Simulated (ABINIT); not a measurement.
# LiNbO3 (R3c): bands and cutoff in G0W0 with ABINIT

Aim: raise bands and screening cutoff together for LiNbO3 (R3c) and follow gap and time.

Main program and level: ABINIT 10.8.3; PBE and many-body steps on it, plane waves.

## Step 1: The structure

It takes space group R3c (No. 161, trigonal). The conventional cell has a = 5.152 Å, b = 5.152 Å, c = 13.869 Å, α = 90.00°, β = 90.00°, γ = 120.00°. Nearest to Li lie 6 O at 2.07 to 2.24 Å. Nearest to Nb lie 6 O at 1.88 to 2.13 Å. O has 2 Nb at 1.88 to 2.13 Å and 2 Li at 2.07 to 2.24 Å nearest. Farther neighbours and most contacts between anions are not listed.

Coordinates:

```cif
data_structure
_symmetry_space_group_name_H-M 'R3c:H'
_symmetry_Int_Tables_number 161
_cell_length_a 5.1516
_cell_length_b 5.1516
_cell_length_c 13.8690
_cell_angle_alpha 90.000
_cell_angle_beta 90.000
_cell_angle_gamma 120.000
_cell_volume 318.76
loop_
_atom_site_label
_atom_site_type_symbol
_atom_site_symmetry_multiplicity
_atom_site_Wyckoff_symbol
_atom_site_fract_x
_atom_site_fract_y
_atom_site_fract_z
_atom_site_occupancy
Li1 Li 6 a 0.66667 0.33333 0.05183 1
Nb1 Nb 6 a 0.66667 0.33333 0.33328 1
O1 O 18 b 0.01050 0.38222 0.26991 1
```

The cell and positions come from the Crystallography Open Database and are kept as given unless a step says otherwise.

## Step 2: Empty states on the mesh, 2×2×2 mesh, 574 bands

This step: ABINIT 10.8.3; DFT, PBE, plane waves, norm-conserving pseudopotentials.

The sums over transitions need many empty states on a uniform mesh; this step solves for them.

File run.abi:

```
acell 3*1.0 Angstrom
rprim 
  2.575800000019 1.487138823389 4.623000000000
  -2.575800000018 1.487138823389 4.623000000000
  0.000000000000 -2.974277646779 4.623000000000
ntypat 3
znucl 3 41 8
natom 10
typat 1 1 2 2 3 3 3 3 3 3
xred 
  0.281500000000 0.281500000000 0.281500000000
  0.781500000000 0.781500000000 0.781500000000
  0.000055000000 0.000055000000 0.000055000000
  0.500055000000 0.500055000000 0.500055000000
  0.112310000000 0.358360000000 0.719590000000
  0.719590000000 0.112310000000 0.358360000000
  0.358360000000 0.719590000000 0.112310000000
  0.219590000000 0.858360000000 0.612310000000
  0.858360000000 0.612310000000 0.219590000000
  0.612310000000 0.219590000000 0.858360000000
pp_dirpath "pseudos"
pseudos "Li.upf, Nb.upf, O.upf"
ecut 37
ngkpt 2 2 2
nshiftk 1
shiftk 0 0 0
kptopt 1
chksymbreak 0
iscf -2
irdden 1
istwfk *1
nband 574
nbdbuf 52
tolwfr 1e-09
nstep 60
prtvol 0
indata_prefix "in"
outdata_prefix "out"
tmpdata_prefix "tmp"
```

Run with:

```bash
> OMP_NUM_THREADS=2 mpirun -n 4 abinit run.abi > log
```

Numbers of over 12 decimals in the logs are rounded to 6 here.

Log:

```text
.Version 10.8.3 of ABINIT. v10.8.2 released Aug 2026.

 Symmetries : space group R3 c (#161); Bravais hR (rhombohedral)
[... echo of the input left out ...]
== DATASET  1 ==================================================================
-   mpi_nproc: 4, omp_nthreads: 2 (-1 if OMP is not activated)

--- !DatasetInfo
iteration_state: {dtset: 1, }
dimensions: {natom: 10, nkpt: 4, mband: 574, nsppol: 1, nspinor: 1, nspden: 1, mpw: 7739, }
cutoff_energies: {ecut:  37.0, pawecutdg:  -1.0, }
[...]
5.95151    5.95152    5.95778    5.95837    5.95838    5.96983    5.96983    5.98198
   6.00577    6.00579    6.01795    6.02168    6.03419    6.04720    6.04738    6.06893
   6.06917    6.07003    6.08447    6.11077    6.13308    6.15288
 prteigrs : prtvol=0 or 1, do not print more k-points.

== END DATASET(S) ==============================================================
================================================================================

 -outvars: echo values of variables after computation  --------
            nband         574
             nkpt           4
          spgroup         161
 [... the other variables as echoed above ...]

 Calculation completed.
```

The job ended after 3.9 min (4 MPI ranks of Arm Neoverse V2, shared host; peak memory 0.69 GiB).

This step gave:

| Property | Result |
| --- | --- |
| gap | 3.618 eV |
| k of the valence top | 0, 0, 0 |
| k of the conduction bottom | 0, 0, 0 |
| least direct gap | 3.618 eV |
| k points computed | 4 |
| lowest point of the top converged band, above the valence top | 149.6852 eV |

On this mesh the gap is 3.618 eV.

The density comes from a self-consistent run that is not shown.

## Step 3: Screening, 2×2×2 mesh, 130 bands, screening to 68.6 eV

The RPA dielectric matrix is built and inverted for each q.

This step: RPA screening on PBE, plane waves, norm-conserving pseudopotentials.

run.abi, as its differences from that of step 2:

```diff
@@ -28,10 +28,11 @@
 chksymbreak 0
-iscf -2
-irdden 1
 istwfk *1
-nband 574
-nbdbuf 52
-tolwfr 1e-09
-nstep 60
-prtvol 0
+occopt 1
+irdwfk 1
+optdriver 3
+nband 130
+ecuteps 2.52
+inclvkb 2
+awtr 1
+symchi 1
 indata_prefix "in"
```

Run with:

```bash
> OMP_NUM_THREADS=1 mpirun -n 8 abinit run.abi > log
```

Log:

```text
.Version 10.8.3 of ABINIT. v10.8.2 released Aug 2026.

 Symmetries : space group R3 c (#161); Bravais hR (rhombohedral)
[... echo of the input left out ...]
== DATASET  1 ==================================================================
-   mpi_nproc: 8, omp_nthreads: 1 (-1 if OMP is not activated)

--- !DatasetInfo
iteration_state: {dtset: 1, }
dimensions: {natom: 10, nkpt: 4, mband: 130, nsppol: 1, nspinor: 1, nspden: 1, mpw: 7739, }
cutoff_energies: {ecut:  37.0, pawecutdg:  -1.0, }
electrons: {nelect:   6.80000000E+01, charge:   0.00000000E+00, occopt:   1.00000000E+00, tsmear:   1.00000000E-02, }

 SCREENING: Calculation of the susceptibility and dielectric matrices

 Based on a program developped by R.W. Godby, V. Olevano, G. Onida, and L. Reining.
 Incorporated in ABINIT by V. Olevano, G.-M. Rignanese, and M. Torrent.
.Using double precision arithmetic ; gwpc =  8

[... cell and pseudopotentials left out ...]
--------------------------------------------------------------------------------

 ==== K-mesh for the wavefunctions ====
 Number of points in the irreducible wedge :     4
[... list of points left out ...]
 Together with  6 symmetry operations and time-reversal symmetry
 yields     8 points in the full Brillouin Zone.

 ==== Q-mesh for the screening function ====
 Number of points in the irreducible wedge :     4
[... list of points left out ...]
 Together with  6 symmetry operations and time-reversal symmetry
 yields     8 points in the full Brillouin Zone.

 setmesh: FFT mesh size selected  =    36x   36x   36
          total number of points  =        46656

 vcoul_init : cutoff-mode = AUXILIARY_FUNCTION
 q-points for optical limit:   1
     1)      0.000010    0.000020    0.000030

- screening: taking advantage of time-reversal symmetry
- Maximum band index for partially occupied states nbvw = 34
- Remaining bands to be divided among processors   nbcw = 96
- Number of bands treated by each node ~12

 Number of electrons calculated from density =   68.0000; Expected =   68.0000
 average of density, n =  0.094836
 r_s =    1.3603
 omega_plasma =   29.7059 [eV]

 calculating chi0 at frequencies [eV] :
  1    0.000000E+00    0.000000E+00
  2    0.000000E+00    2.970588E+01

--------------------------------------------------------------------------------
  q-point number  1        q = ( 0.000000, 0.000000, 0.000000) [r.l.u.]
--------------------------------------------------------------------------------
[... chi0 elements left out ...]
 For q-point:  0.000010 0.000020 0.000030
  dielectric constant =   5.2375
  dielectric constant without local fields =   5.7816

  Average fulfillment of the sum rule on Im[epsilon] for q-point    1 :     55.40  [%]
[... wings left out ...]
  q-point number  2        q = ( 0.500000, 0.000000, 0.000000) [r.l.u.]
--------------------------------------------------------------------------------
[... chi0 elements left out ...]
  Average fulfillment of the sum rule on Im[epsilon] for q-point    2 :     61.70  [%]

 [... 2 further q-points ...]
```

Run time: 20 s. Hardware: 8 MPI ranks; peak memory 2.4 GiB.

Numbers from this step:

```yaml
eps_infinity_with_local_fields_on_this_mesh_along_the_program_s_q_direction: 5.237
the_same_without_local_fields: 5.782
plasma_frequency: 29.71 eV
plane_waves_in_the_screening_matrix: 145
```

Local fields lower ε∞ by 9 %. On a Γ-centred mesh this coarse the value itself is usually too large, while a short band sum pulls it down.

## Step 4: 130 bands, 68.6 eV

The self-energy is evaluated for the states that the input lists, and the levels follow from it, in one-shot runs by the linearised quasiparticle equation.

This step: G0W0 on PBE, plane waves, norm-conserving pseudopotentials.

run.abi, as its differences from that of step 3:

```diff
@@ -31,8 +31,21 @@
 irdwfk 1
-optdriver 3
+optdriver 4
 nband 130
+gwcalctyp 0
+ecutsigx 37
+symsigma 1
+nkptgw 4
+kptgw 
+  0.0000000000 0.0000000000 0.0000000000
+  0.5000000000 0.0000000000 0.0000000000
+  0.5000000000 0.5000000000 0.0000000000
+  0.5000000000 0.5000000000 0.5000000000
+bdgw 
+  33 36
+  33 36
+  33 36
+  31 36
 ecuteps 2.52
-inclvkb 2
-awtr 1
-symchi 1
+irdscr 1
+ppmodel 1
 indata_prefix "in"
```

Log:

```text
.Version 10.8.3 of ABINIT. v10.8.2 released Aug 2026.

 Symmetries : space group R3 c (#161); Bravais hR (rhombohedral)
[... echo of the input left out ...]
== DATASET  1 ==================================================================
-   mpi_nproc: 8, omp_nthreads: 1 (-1 if OMP is not activated)

--- !DatasetInfo
iteration_state: {dtset: 1, }
dimensions: {natom: 10, nkpt: 4, mband: 130, nsppol: 1, nspinor: 1, nspden: 1, mpw: 7739, }
cutoff_energies: {ecut:  37.0, pawecutdg:  -1.0, }
electrons: {nelect:   6.80000000E+01, charge:   0.00000000E+00, occopt:   1.00000000E+00, tsmear:   1.00000000E-02, }

 SIGMA: Calculation of the GW corrections

 Based on a program developped by R.W. Godby, V. Olevano, G. Onida, and L. Reining.
 Incorporated in ABINIT by V. Olevano, G.-M. Rignanese, and M. Torrent.
.Using double precision arithmetic ; gwpc =  8

[... cell and pseudopotentials left out ...]
--------------------------------------------------------------------------------

 ==== K-mesh for the wavefunctions ====
 Number of points in the irreducible wedge :     4
[... list of points left out ...]
 Together with  6 symmetry operations and time-reversal symmetry
 yields     8 points in the full Brillouin Zone.

 ==== Q-mesh for screening function ====
 Number of points in the irreducible wedge :     4
[... list of points left out ...]
 Together with  6 symmetry operations and time-reversal symmetry
 yields     8 points in the full Brillouin Zone.

 vcoul_init : cutoff-mode = AUXILIARY_FUNCTION
 q-points for optical limit:   1
     1)      0.000010    0.000020    0.000030
 setmesh: FFT mesh size selected  =    60x   60x   60
          total number of points  =       216000

 Number of electrons calculated from density =   68.0000; Expected =   68.0000
 average of density, n =  0.094836
 r_s =    1.3603
 omega_plasma =   29.7059 [eV]

 === KS Band Gaps ===
  >>>> For spin  1
   Minimum direct gap =   3.6182 [eV], located at k-point      :   0.0000  0.0000  0.0000
   Fundamental gap    =   3.6182 [eV], Top of valence bands at :   0.0000  0.0000  0.0000
                                       Bottom of conduction at :   0.0000  0.0000  0.0000
 SIGMA fundamental parameters:
 PLASMON POLE MODEL  1
 number of plane-waves for SigmaX                 7739
 number of plane-waves for SigmaC and W            145
 number of plane-waves for wavefunctions          7739
 number of bands                                   130
 number of independent spin polarizations            1
 number of spinorial components                      1
 number of k-points in IBZ                           4
 number of q-points in IBZ                           4
 number of symmetry operations                       6
 number of k-points in BZ                            8
 number of q-points in BZ                            8
 number of frequencies for dSigma/dE                 9
 frequency step for dSigma/dE [eV]                0.25
 number of omega for Sigma on real axis              0
 max omega for Sigma on real axis  [eV]           0.00
 zcut for avoiding poles [eV]                     0.10

 EPSILON^-1 parameters (SCR file):
 dimension of the eps^-1 matrix on file            145
 dimension of the eps^-1 matrix used               145
 number of plane-waves for wavefunctions          7739
 number of bands                                   130
 number of q-points in IBZ                           4
 number of frequencies                               2
 number of real frequencies                          1
 number of imag frequencies                          1

 matrix elements of self-energy operator (all in [eV])

 Perturbative Calculation

--- !SelfEnergy_ee
iteration_state: {dtset: 1, }
kpoint     : [   0.000,    0.000,    0.000, ]
spin       : 1
KS_gap     :    3.618
QP_gap     :    5.204
Delta_QP_KS:    1.586
data: !SigmaeeData |
     Band     E0 <VxcDFT>   SigX SigC(E0)      Z dSigC/dE  Sig(E)    E-E0       E
       33   4.475 -19.870 -24.337   4.762   0.784  -0.275 -19.639   0.231   4.706
       34   4.475 -19.870 -24.337   4.762   0.784  -0.275 -19.639   0.231   4.706
       35   8.093 -17.110 -11.208  -3.688   0.820  -0.219 -15.293   1.817   9.911
       36   8.093 -17.110 -11.208  -3.688   0.820  -0.219 -15.293   1.817   9.911

--- !SelfEnergy_ee
iteration_state: {dtset: 1, }
kpoint     : [   0.500,    0.000,    0.000, ]
spin       : 1
KS_gap     :    4.137
QP_gap     :    5.783
Delta_QP_KS:    1.646
data: !SigmaeeData |
     Band     E0 <VxcDFT>   SigX SigC(E0)      Z dSigC/dE  Sig(E)    E-E0       E
       33   4.262 -19.635 -24.169   4.761   0.785  -0.274 -19.456   0.178   4.440
       34   4.262 -19.635 -24.169   4.761   0.785  -0.274 -19.456   0.178   4.440
[...]
--- !SelfEnergy_ee
iteration_state: {dtset: 1, }
kpoint     : [   0.500,    0.500,    0.000, ]
spin       : 1
KS_gap     :    3.890
QP_gap     :    5.528
Delta_QP_KS:    1.638
data: !SigmaeeData |
     Band     E0 <VxcDFT>   SigX SigC(E0)      Z dSigC/dE  Sig(E)    E-E0       E
[...]
--- !SelfEnergy_ee
iteration_state: {dtset: 1, }
kpoint     : [   0.500,    0.500,    0.500, ]
spin       : 1
KS_gap     :    4.981
QP_gap     :    6.683
Delta_QP_KS:    1.702
data: !SigmaeeData |
     Band     E0 <VxcDFT>   SigX SigC(E0)      Z dSigC/dE  Sig(E)    E-E0       E
[...]
34   4.165 -19.525 -24.052   4.738   0.785  -0.273 -19.360   0.166   4.331
       35   9.146 -17.542 -11.278  -3.951   0.808  -0.238 -15.674   1.868  11.014
       36   9.146 -17.542 -11.278  -3.951   0.808  -0.238 -15.674   1.868  11.014

 New Fermi energy :        2.437757E-01 Ha ,    6.633474E+00 eV

 === QP Band Gaps ===
  >>>> For spin  1
   Minimum direct gap =   5.2044 [eV], located at k-point      :   0.0000  0.0000  0.0000
   Fundamental gap    =   5.2044 [eV], Top of valence bands at :   0.0000  0.0000  0.0000
                                       Bottom of conduction at :   0.0000  0.0000  0.0000

== END DATASET(S) ==============================================================
================================================================================

 -outvars: echo values of variables after computation  --------
           etotal      0.0000000000E+00
            nband         130
             nkpt           4
          spgroup         161
 [... the other variables as echoed above ...]

 Calculation completed.
```

Wall time 5.7 s (8 MPI ranks); peak memory 1.7 GiB; 45 s of CPU time.

Numbers from this step:

```
G0W0 gap on the mesh                         : 5.205 eV
starting gap on the mesh                     : 3.618 eV
k of the valence top                         : 0, 0, 0
k of the conduction bottom                   : 0, 0, 0
Z at the valence top                         : 0.784
Z at the conduction bottom                   : 0.82
least direct G0W0 gap on the computed points : 5.205 eV
```

The gap on the mesh goes from 3.62 eV to 5.20 eV, a correction of +1.59 eV.

## Step 5: Screening, 2×2×2 mesh, 181 bands, screening to 90.6 eV

This step: RPA screening on PBE, plane waves, norm-conserving pseudopotentials.

run.abi, as its differences from that of step 4:

```diff
@@ -31,21 +31,8 @@
 irdwfk 1
-optdriver 4
-nband 130
-gwcalctyp 0
-ecutsigx 37
-symsigma 1
-nkptgw 4
-kptgw 
-  0.0000000000 0.0000000000 0.0000000000
-  0.5000000000 0.0000000000 0.0000000000
-  0.5000000000 0.5000000000 0.0000000000
-  0.5000000000 0.5000000000 0.5000000000
-bdgw 
-  33 36
-  33 36
-  33 36
-  31 36
-ecuteps 2.52
-irdscr 1
-ppmodel 1
+optdriver 3
+nband 181
+ecuteps 3.33
+inclvkb 2
+awtr 1
+symchi 1
 indata_prefix "in"
```

Log:

```text
.Version 10.8.3 of ABINIT. v10.8.2 released Aug 2026.

 Symmetries : space group R3 c (#161); Bravais hR (rhombohedral)
[... echo of the input left out ...]
== DATASET  1 ==================================================================
-   mpi_nproc: 8, omp_nthreads: 1 (-1 if OMP is not activated)

--- !DatasetInfo
iteration_state: {dtset: 1, }
dimensions: {natom: 10, nkpt: 4, mband: 181, nsppol: 1, nspinor: 1, nspden: 1, mpw: 7739, }
cutoff_energies: {ecut:  37.0, pawecutdg:  -1.0, }
electrons: {nelect:   6.80000000E+01, charge:   0.00000000E+00, occopt:   1.00000000E+00, tsmear:   1.00000000E-02, }

 SCREENING: Calculation of the susceptibility and dielectric matrices

 Based on a program developped by R.W. Godby, V. Olevano, G. Onida, and L. Reining.
 Incorporated in ABINIT by V. Olevano, G.-M. Rignanese, and M. Torrent.
.Using double precision arithmetic ; gwpc =  8

[... cell and pseudopotentials left out ...]
--------------------------------------------------------------------------------

 ==== K-mesh for the wavefunctions ====
 Number of points in the irreducible wedge :     4
[... list of points left out ...]
 Together with  6 symmetry operations and time-reversal symmetry
 yields     8 points in the full Brillouin Zone.

 ==== Q-mesh for the screening function ====
 Number of points in the irreducible wedge :     4
[... list of points left out ...]
 Together with  6 symmetry operations and time-reversal symmetry
 yields     8 points in the full Brillouin Zone.

 setmesh: FFT mesh size selected  =    40x   40x   40
          total number of points  =        64000

 vcoul_init : cutoff-mode = AUXILIARY_FUNCTION
 q-points for optical limit:   1
     1)      0.000010    0.000020    0.000030

- screening: taking advantage of time-reversal symmetry
- Maximum band index for partially occupied states nbvw = 34
- Remaining bands to be divided among processors   nbcw = 147
- Number of bands treated by each node ~18

 Number of electrons calculated from density =   68.0000; Expected =   68.0000
 average of density, n =  0.094836
 r_s =    1.3603
 omega_plasma =   29.7059 [eV]

 calculating chi0 at frequencies [eV] :
  1    0.000000E+00    0.000000E+00
  2    0.000000E+00    2.970588E+01

--------------------------------------------------------------------------------
  q-point number  1        q = ( 0.000000, 0.000000, 0.000000) [r.l.u.]
--------------------------------------------------------------------------------
[... chi0 elements left out ...]
 For q-point:  0.000010 0.000020 0.000030
  dielectric constant =   5.2280
  dielectric constant without local fields =   5.7964

  Average fulfillment of the sum rule on Im[epsilon] for q-point    1 :     65.73  [%]
[... wings left out ...]
  q-point number  2        q = ( 0.500000, 0.000000, 0.000000) [r.l.u.]
--------------------------------------------------------------------------------
[... chi0 elements left out ...]
  Average fulfillment of the sum rule on Im[epsilon] for q-point    2 :     70.61  [%]

 [... 2 further q-points ...]
```

It took 32 s on 8 MPI ranks; peak memory 3 GiB; 4.3 min of CPU time.

Numbers from this step:

```
ε∞ with local fields, on this mesh, along the program's q direction : 5.228
the same without local fields                                       : 5.796
plasma frequency                                                    : 29.71 eV
plane waves in the screening matrix                                 : 193
```

(Part 1 of 2 ends here.)

[Paths, hosts, dates, memory and timing lines, banners, echoed tables and standing remarks are left out of the program output.]

[Logs are printed without paths, hosts, clocks, repeated set-up lines and the standing remarks that a program may print on its own settings, such as how far it seeks lower states.]

[Runs of the session that timed out or met a known fault of the program may be left out.]

[Hosts, paths, dates, database ids (printed as entryN), source tags and the programs' standing remarks are cut or masked in the printed files.]

[G0W0 gaps are taken among the corrected bands and points alone; a level outside them can change the order at an edge.]

[Where Ansatz stands beside ABINIT at settings called matched, ABINIT's density can come from a denser mesh and the files from another edition; pairs whose starting gaps differed by over 0.03 eV were left out, so agreement reads better than it is.]
